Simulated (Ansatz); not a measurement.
**Lattice dynamics of AlRh (Pm-3m)**

Wanted: phonon frequencies of AlRh (Pm-3m) and what follows from them.

Method: DFT PBEsol, scalar-relativistic, plane waves, PAW; PAW set soft_1, in Ansatz 0.2.0.

This is a report of a sequence of runs, with most program output left out.

## 1. The structure

The structure is cubic, space group Pm-3m (No. 221). The conventional cell has a = 2.977 Å, b = 2.977 Å, c = 2.977 Å, α = 90.00°, β = 90.00°, γ = 90.00°. Al has 8 Rh at 2.58 Å nearest. Rh has 8 Al at 2.58 Å nearest. Farther neighbours are not listed.

## 2. Relaxation

The cell and atoms are relaxed, since residual forces and stress would shift the frequencies.

Contents of input.yaml:

```yaml
crystal:
  lattice:
    - [2.97732247, 0.0, 0.0]
    - [0.0, 2.97732247, 0.0]
    - [0.0, 0.0, 2.97732247]
  atoms:
    - { symbol: Al, position: [0.0, 0.0, 0.0] }
    - { symbol: Rh, position: [0.5, 0.5, 0.5] }
kpoints:
  mp_grid: { grid: [14, 14, 14] }
hamiltonian:
  xc: pbesol
  pseudopotentials: { kind: paw, azcp: { folder: soft_1 }, xc_functional: pbe }
scf:
  occupations: { method: gaussian, width: 0.1 }
output:
  forces: true
  stress: true
  eigenvalues: true
  write_density: true
  write_potential: true
  elf: true
  volumetric_format: npy
relax:
  adjacent_minimum: "off"
  f_tol: 0.005
  max_steps: 80
  cell: { stress_tol: 0.05 }
```

Launch:

```bash
$ ansatz run input.yaml --threads 4 --pin off --max-ram 10240MiB --backend cpu --events-out ev --progress --plain --runs-dir out
```

It took 3 s on 4 threads of Arm Neoverse V1, shared host; peak memory 0.34 GiB.

Relaxation path:

```
step  energy less that of the first step (eV)  largest force component (eV/Å)  pressure (GPa)  volume (Å³)
   1                                   0.0000                          0.0000           -1.23        26.39
   2                                  -0.0006                          0.0000            0.21        26.21
   3                                  -0.0006                          0.0000            0.00        26.24
  4*                                  -0.0006                          0.0000            0.00        26.24
```

Relaxation steps marked * repeat the geometry before them on a plane-wave basis chosen anew for their cell, so energy and pressure can jump there.

Forces are held to the 48 operations that the run works with; a distortion that breaks them can't arise in this run.

```
conventional cell, symmetrised  before  after  change
                         a (Å)   2.977  2.972  -0.2 %
                         b (Å)   2.977  2.972  -0.2 %
                         c (Å)   2.977  2.972  -0.2 %
              volume (Å³/atom)   13.20  13.12  -0.6 %
```

The relaxed structure:

```
Al Rh
1.0
     2.97154    0.00000    0.00000
     0.00000    2.97154    0.00000
     0.00000    0.00000    2.97154
Al Rh
1 1
Direct
  0.00000 0.00000 0.00000
  0.50000 0.50000 0.50000
```

This step gave:

| Property | Result |
| --- | --- |
| pressure | -0.002221 GPa |
| volume per atom | 13.12 Å³ |
| gap on the k-mesh | 0 eV |

ELF in the ac plane at fractional y = 0.000, with atoms of Al within 0.2 Å of it. It is the smooth field of the valence electrons, not physical close to the nuclei.

Ten even steps from '_' (0.00) to '@' (0.63):
```
::____..==************==..____
____..--**##********##**--..__
....--**####********####**--..
====**######**++++**######**==
****######**++++++++**######**
**********++++++++++++********
********++++++++++++++++******
********++++++++++++++++******
**********++++++++++++********
****######**++++++++**######**
====**######**++++**######**==
....--**####********####**--..
____..--**##********##**--..__
::____..==************==..____
@@::__..==************==..__::
```
Columns run along a (3.0 Å), rows up along c (3.0 Å). Atoms in or near the plane, at fractional coordinates: Al at (0.00, 0.00).

Valence density in the ac plane at fractional y = 0.000, with atoms of Al within 0.2 Å of it. It is the smooth field of the valence electrons, not physical close to the nuclei.

Ten even steps from '_' (0.05 e/Å³) to '@' (0.29 e/Å³):
```
____..--**##********##**--..__
....--++####********####++--..
----++**################**++--
++**####%%%%########%%%%####**
**######%%%%%%%%%%%%%%%%######
******####%%@@@@@@@@%%####****
******####%%@@@@@@@@%%####****
******####%%@@@@@@@@%%####****
******####%%@@@@@@@@%%####****
**######%%%%%%%%%%%%%%%%######
++**####%%%%########%%%%####**
----++**################**++--
....--++####********####++--..
____..--**##********##**--..__
____..--++************++--..__
```
Columns run along a (3.0 Å), rows up along c (3.0 Å). Atoms in or near the plane, at fractional coordinates: Al at (0.00, 0.00).

Electrostatic potential energy in the ac plane at fractional y = 0.000, with atoms of Al within 0.2 Å of it. With pseudopotentials it is smooth inside the atoms' cores, unlike the true potential.

Values in eV, 15 rows by 15 columns:
```
27 27 11  1  1 10 15 17 17 15 10  1  1 11 27
15 11  4 -1  3 12 16 17 17 16 12  3 -1  4 11
 2  1 -1  1  9 14 16 18 18 16 14  9  1 -1  1
 0  1  3  9 13 16 17 18 18 17 16 13  9  3  1
 9 10 12 14 16 17 18 18 18 18 17 16 14 12 10
15 15 16 16 17 18 18 18 18 18 18 17 16 16 15
17 17 17 18 18 18 18 18 18 18 18 18 18 17 17
17 17 17 18 18 18 18 18 18 18 18 18 18 17 17
15 15 16 16 17 18 18 18 18 18 18 17 16 16 15
 9 10 12 14 16 17 18 18 18 18 17 16 14 12 10
 0  1  3  9 13 16 17 18 18 17 16 13  9  3  1
 2  1 -1  1  9 14 16 18 18 16 14  9  1 -1  1
15 11  4 -1  3 12 16 17 17 16 12  3 -1  4 11
27 27 11  1  1 10 15 17 17 15 10  1  1 11 27
27 27 15  2  0  9 15 17 17 15  9  0  2 15 27
```
Columns run along a (3.0 Å; values clipped at the 3rd and 97th percentile), rows up along c (3.0 Å). Atoms in or near the plane, at fractional coordinates: Al at (0.00, 0.00).

In this step the volume went from 13.20 to 13.12 Å³/atom.

## 3. Tight relaxation

Phonons need a cell at rest on their own settings, so the relaxation is repeated with tight tolerances on forces and stress on the k mesh and occupations of the first response run.

Contents of input.yaml:

```yaml
crystal:
  lattice:
    - [2.9715415863, 0.0, 0.0]
    - [0.0, 2.9715415863, 0.0]
    - [0.0, 0.0, 2.9715415863]
  atoms:
    - { symbol: Al, position: [0.0, 0.0, 0.0] }
    - { symbol: Rh, position: [0.5, 0.5, 0.5] }
kpoints:
  mp_grid: { grid: [16, 16, 16] }
hamiltonian:
  xc: pbesol
  pseudopotentials: { kind: paw, azcp: { folder: soft_1 }, xc_functional: pbe }
scf:
  occupations: { method: methfessel_paxton, width: 0.2 }
output:
  forces: true
  stress: true
  eigenvalues: true
relax:
  adjacent_minimum: "off"
  f_tol: 0.001
  max_steps: 60
  cell: { stress_tol: 0.01 }
```

It took 2.7 s on 4 threads; peak memory 0.36 GiB.

Little changed from the start: no atom moved by 0.005 Å and no cell edge by 0.1 %.

This step gave:

```
pressure : -0.007231 GPa
```

The forces vanish by symmetry and the pressure is -0.007 GPa, within the tolerances set. The cell now holds 13.12 Å³/atom.

## 4. Zone-centre response

The zone centre comes first: it holds the modes that light can see, as far as symmetry allows. No field response is asked, since the mesh shows no gap.

input.yaml, the sections that differ from step 3:

```yaml
crystal:
  lattice:
    - [2.9717921017, 0.0, 0.0]
    - [0.0, 2.9717921017, 0.0]
    - [0.0, 0.0, 2.9717921017]
  atoms:
    - { symbol: Al, position: [0.0, 0.0, 0.0] }
    - { symbol: Rh, position: [0.5, 0.5, 0.5] }
output:
  eigenvalues: true
phonons:
  method: dfpt
# kpoints, hamiltonian, scf: as in step 3
# relax: removed
```

The job ended after 8.8 s (4 threads; peak memory 0.66 GiB; 32 s of CPU time).

Numbers from this step:

```
sum-rule residual before enforcement                    : 6.58e-5 eV/Å²
point group                                             : m-3m
highest optical mode at the zone centre (no LO-TO term) : 288.6 cm⁻¹
lowest optical zone-centre mode                         : 288.6 cm⁻¹
```

Patterns of degenerate modes are one choice out of their space. Modes at Γ, with each element's share of the kinetic energy:

```
mode  frequency (cm⁻¹)  symmetry  Al %  Rh %
   1               0.0  acoustic    21    79
   2               0.0  acoustic    21    79
   3               0.0  acoustic    21    79
   4             288.6       T1u    79    21
   5             288.6       T1u    79    21
   6             288.6       T1u    79    21
```

Displacements in mode 6 (288.6 cm⁻¹), the largest set to 1:
```
Al1  0.00  0.00  1.00
Rh2  0.00  0.00 -0.26
```

Before it was imposed, the acoustic sum rule was missed by 6.6e-5 eV/Å². Small misses are needed for a sound result but don't prove that mesh and cutoff are converged. The lowest optical mode is real, 289 cm⁻¹.

## 5. Response at finite wavevector

Stability and thermal properties need the whole zone. Linear response on a 4×4×4 q mesh gives force constants as far as a supercell of that size would.

Changes to input.yaml since step 4:

```diff
@@ -19 +19,8 @@
   method: dfpt
+  qmesh: [4, 4, 4]
+  temperatures: { t_max: 1000, t_step: 50 }
+  qpath:
+    path:
+      - [[0.0, 0.0, 0.0], [0.0, 0.5, 0.0], [0.5, 0.5, 0.0], [0.0, 0.0, 0.0], [0.5, 0.5, 0.5], [0.0, 0.5, 0.0]]
+      - [[0.5, 0.5, 0.5], [0.5, 0.5, 0.0]]
+    npoints: 10
```

The job ended after 4.4 min (4 threads; peak memory 2.1 GiB; 17 min of CPU time).

Numbers from this step:

```
sum-rule residual before enforcement                       : 6.19e-5 eV/Å²
lowest frequency on the path                               : 0 cm⁻¹
highest frequency on the path or at a solved wavevector    : 406.2 cm⁻¹
mean frequency                                             : 236.8 cm⁻¹
Debye temperature (second moment)                          : 467 K
logarithmic mean frequency                                 : 219.9 cm⁻¹
lowest mode on the q mesh (acoustic modes at Γ apart)      : 96.94 cm⁻¹
zero-point energy per atom                                 : 44.03 meV
heat capacity at 300 K                                     : 22.20 J/(mol atoms K)
vibrational entropy at 300 K                               : 25.06 J/(mol atoms K)
edges of the widest gap between branches, on path and mesh : 221.3, 259.1 cm⁻¹
```

Frequencies (cm⁻¹) solved at each irreducible wavevector; negative means imaginary. Frequencies by wavevector, by row:

```
q in reciprocal lattice units  star  mode 1  mode 2  mode 3  mode 4  mode 5  mode 6
                        0 0 0     1       0       0       0   288.6   288.6   288.6
                     0 0 0.25     6    96.9    96.9   161.8   284.3   284.3   359.6
                     0 0 -0.5     3   138.3   138.3   221.3   280.7   280.7   406.2
                  0 0.25 0.25    12   120.5     126   184.2   277.2   315.4   346.3
                  0 0.25 -0.5    12     143   160.2   188.1   269.8   316.4   361.2
                  0 -0.5 -0.5     3   151.4   167.5   167.5   259.1     340     340
               0.25 0.25 0.25     8   150.7   150.7   188.6   310.5   310.5   325.4
               0.25 0.25 -0.5    12   164.8   167.3   182.7   307.3   308.1     345
               0.25 -0.5 -0.5     6   165.6   186.7   186.7   299.6   335.7   335.7
               -0.5 -0.5 -0.5     1   198.4   198.4   198.4   333.6   333.6   333.6
```

Interpolated from a 4×4×4 q mesh. The phonon branches at the labelled points (cm⁻¹):

```
    point  branch 1  branch 2  branch 3  branch 4  branch 5  branch 6
        Γ         0         0         0       289       289       289
  halfway        97        97       162       284       284       360
        X       138       138       221       281       281       406
  halfway       143       160       188       270       316       361
        M       151       168       168       259       340       340
  halfway       120       126       184       277       315       346
        Γ         0         0         0       289       289       289
  halfway       151       151       189       310       310       325
        R       198       198       198       334       334       334
  halfway       165       167       183       307       308       345
        X       138       138       221       281       281       406
jump to R       198       198       198       334       334       334
  halfway       166       187       187       300       336       336
        M       151       168       168       259       340       340
```

Tetrahedra on a 24×24×24 mesh, mean over bins of 5 cm-1. Interpolated from a 4×4×4 q mesh. The phonon density of states by wavenumber; read off at these points:

wavenumber (cm⁻¹), phonon density of states (1/cm⁻¹/cell) and a bar:
```
        2     0.0000 
       12     0.0000 
       22     0.0001 
       38     0.0005 
       48     0.0008 
       58     0.0012 #
       68     0.0018 #
       78     0.0027 #
       92     0.0045 ##
      102     0.0064 ###
      112     0.0091 ####
      122     0.0136 ######
      132     0.0222 ##########
      142     0.0394 #################
      148     0.0424 ##################
      158     0.0324 ##############
      168     0.0296 #############
      178     0.0280 ############
      188     0.0693 ##############################
      198     0.0122 #####
      212     0.0023 #
      222     0.0000 
      232     0.0000 
      242     0.0000 
      252     0.0000 
      268     0.0106 #####
      278     0.0259 ###########
      282     0.0436 ###################
      288     0.0436 ###################
      298     0.0309 #############
      308     0.0293 #############
      318     0.0275 ############
      332     0.0455 ####################
      342     0.0344 ###############
      352     0.0153 #######
      362     0.0094 ####
      372     0.0065 ###
      388     0.0037 ##
      398     0.0021 #
      408     0.0000
```

The partial phonon density of states has structure finer than the step of the table below, so its rows give means over 20 cm⁻¹, whole bins alone (the curve runs from -10 to 428 cm⁻¹). Peaks (cm⁻¹: height): Al 185.5: 0.00543, 284.7: 0.0389, 337.0: 0.0400; Rh 147.0: 0.0400, 188.3: 0.0562.

Phonopy on the run's constants, 19x19x19 mesh, Gaussian sigma 3.1 cm-1. Interpolated from a 4×4×4 q mesh. The partial phonon density of states by wavenumber; means over each step; values in 1/cm⁻¹/cell:

```
wavenumber (cm⁻¹)       Al       Rh
                0   4.1e-6   1.8e-5
               20   2.5e-5   1.0e-4
               40   1.1e-4   4.6e-4
               60   2.6e-4  0.00119
               80   5.0e-4  0.00256
              100   8.2e-4  0.00509
              120  0.00135   0.0116
              140  0.00188   0.0320
              160  0.00230   0.0305
              180  0.00375   0.0369
              200  0.00137   0.0162
              220   6.0e-5   9.7e-4
              240   5.5e-7        0
              260  0.00459   4.1e-5
              280   0.0295  0.00193
              300   0.0279  0.00354
              320   0.0259  0.00341
              340   0.0321  0.00295
              360   0.0109   4.3e-4
              380  0.00490   1.2e-4
              400  0.00171   1.7e-5
```

Second derivatives of the energy by pair, one row for each kind of neighbour of each atom listed. Each entry sums the pair over the periodic images of the supercell that the q mesh stands for, and in a polar crystal it holds the long-range dipole part too. Force constants by pair, by row:

```
atom  neighbour  distance (Å)  third of the trace (eV/Å²)  along the pair's line (eV/Å²)
 Al1     itself             0                       9.395                              –
 Al1         Rh         2.574                      -0.851                         -2.399
 Al1         Al         2.972                       -0.14                         -1.065
 Al1         Al         4.203                     -0.0369                        -0.2973
 Al1         Rh         4.928                      0.0064                         0.0819
 Al1         Al         5.147                     -0.1642                         -0.458
 Al1         Al         5.944                      0.0165                         -0.066
 Al1         Rh         6.477                      0.0048                         0.0202
 Al1         Al         6.645                     -0.0057                        -0.0285
 Rh2     itself             0                       12.06                              –
 Rh2         Al         2.574                      -0.851                         -2.399
 Rh2         Rh         2.972                     -0.6885                         -2.454
 Rh2         Rh         4.203                     -0.1118                         -0.339
 Rh2         Al         4.928                      0.0064                         0.0819
 Rh2         Rh         5.147                      0.0359                          0.076
 Rh2         Rh         5.944                    -5.00e-4                         0.1311
 Rh2         Al         6.477                      0.0048                         0.0202
 Rh2         Rh         6.645                      -0.026                        -0.0856
```

Harmonic thermodynamic functions per atom, from the density of states. Interpolated from a 4×4×4 q mesh. Thermodynamic functions, by row:

```
T (K)  F_vib (meV/atom)  S (J/mol-atom/K)  C_V (J/mol-atom/K)
    0             44.03                 0                   0
   50              43.9             1.053               3.233
  100             42.23              5.78               11.11
  200             30.51             16.57               19.43
  300              8.74             25.06                22.2
  400            -20.77             31.62               23.33
  500            -56.37              36.9               23.89
  600            -96.95             41.28                24.2
  700            -141.7             45.03                24.4
  800            -190.1              48.3               24.52
  900            -241.7             51.19               24.61
 1000            -296.1             53.79               24.67
```

Harmonic mean-square displacement, third of the trace. Interpolated from a 4×4×4 q mesh. Mean square displacements, by row:

```
T (K)  Al1 U_eq (Å²)  Rh2 U_eq (Å²)
    0         0.0022        0.00105
  100        0.00243        0.00141
  300        0.00427         0.0033
  600        0.00783         0.0064
```

Symmetry leaves 10 wavevectors to solve. The lowest mode among them, the acoustic zeros apart, lies at q = (0, 0, 0.25) and is real, 96.9 cm⁻¹.

## 6. What came out

```json
{
 "space group after relaxation (within 0.01 Å)": "Pm-3m",
 "volume per atom": "13.1 Å³",
 "electronic character": "no gap on this mesh",
 "highest optical mode at the zone centre (no LO-TO term)": "289 cm⁻¹",
 "lowest optical zone-centre mode": "289 cm⁻¹",
 "lowest mode on the q mesh (acoustic modes at Γ apart)": "96.9 cm⁻¹",
 "highest frequency on the path or at a solved wavevector": "406 cm⁻¹",
 "zero-point energy per atom": "44.0 meV",
 "heat capacity at 300 K": "22.2 J/(mol atoms K)",
 "vibrational entropy at 300 K": "25.1 J/(mol atoms K)",
 "Debye temperature (second moment)": "467 K",
 "imaginary modes on the 4×4×4 q mesh": "none"
}
```

In words: The structure is a minimum as far as tested: no mode is imaginary at the 10 irreducible wavevectors of the 4×4×4 mesh, and the softest away from the acoustic zeros lies at 97 cm⁻¹. The optical modes at Γ form one degenerate level at 289 cm⁻¹. The highest mode in this list at Γ, 288.6 cm⁻¹, is mostly motion of Al (79 % of the kinetic energy). On the path and the mesh, the widest gap between branches runs from 221 to 259 cm⁻¹. With no gap, or one that is small against the smearing, the frequencies hang on the k mesh and the smearing, most of all near Kohn anomalies. The PAW files were made for PBE and serve the other functionals too. These are harmonic frequencies at zero temperature: anharmonic shifts, linewidths and thermal expansion are left out.

[Logs are printed without paths, hosts, clocks, repeated set-up lines and the standing remarks that a program may print on its own settings, such as how far it seeks lower states.]

[Hosts, paths, dates, database ids (printed as entryN), source tags and the programs' standing remarks are cut or masked in the printed files.]
